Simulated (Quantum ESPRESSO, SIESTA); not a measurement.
# Out-of-plane response of fcc Al under biaxial strain, QE, PBEsol

Calculated with Quantum ESPRESSO 7.5: PBEsol; plane waves, GBRV 1.5 ultrasoft, 45/270 Ry; k-mesh 8×8×8. The first two cell vectors are strained alike from typed lattice constants; the third vector's length and the atoms are relaxed. The typed cell isn't stress-free: at zero strain the reference's in-plane stress is -0.8 GPa, compression positive.

| in-plane strain (%) | 100 ln(c/c at zero strain) |
| --- | --- |
| -4 | 4.1 |
| -3 | ? |
| -2 | 2.132 |
| -1 | 0.909 |
| 0 | 0 |
| +1 | -0.684 |
| +2 | -1.62 |
| +3 | -2.501 |
| +4 | -4.261 |

Task: Fit a second-order form in the logarithmic strain to the rows given and interpolate to the withheld row.

**Working.**

With u = ln[(1 + ε)/(1 + ε0)], counted from the row at ε0 = +0 % where y0 = 0, a second-order form y = y0 + a u + b u² makes v = (y − y0)/u a line in u.

| u | v |
| --- | --- |
| -0.0408220 | -100.436 |
| -0.0202027 | -105.530 |
| -0.0100503 | -90.4447 |
| 0.00995033 | -68.7414 |
| 0.0198026 | -81.8073 |
| 0.0295588 | -84.6110 |
| 0.0392207 | -108.642 |

With n = 7: mean u = 0.00392249, mean v = -91.4589, Σ(u − ū)² = 0.0049710, Σ(u − ū)(v − v̄) = 0.58623. Slope b = 0.58623 / 0.0049710 = 117.93; intercept a = v̄ − b ū = -91.922.

At the withheld row u = -0.03046, v = a + b u = -95.51, and y = y0 + u v.

Prediction at -3: 2.909. The run gave 3.229, so the fit is low by 0.32 (9.9 % of the value).

The first-order term says that the third edge changes by -0.92 % for each per cent of in-plane stretch at ε0. The second-order term makes up 3.8 % of v at the withheld row. Among the rows given, the largest miss of the fit is at +4, by 0.84 (10 % of the range of the table).

Limits: The nuclei are static. The DFT runs use Fermi–Dirac occupations of width 0.1 eV, and energies are free energies. The rows don't follow a smooth parabola (r.m.s. departure 2.7 % of their range), so v is no line in u and the first-order term is poorly fixed; a kink, the k-mesh or scatter of the relaxations can each do this.

[Hosts, paths, dates, database ids (printed as entryN), source tags and the programs' standing remarks are cut or masked in the printed files.]
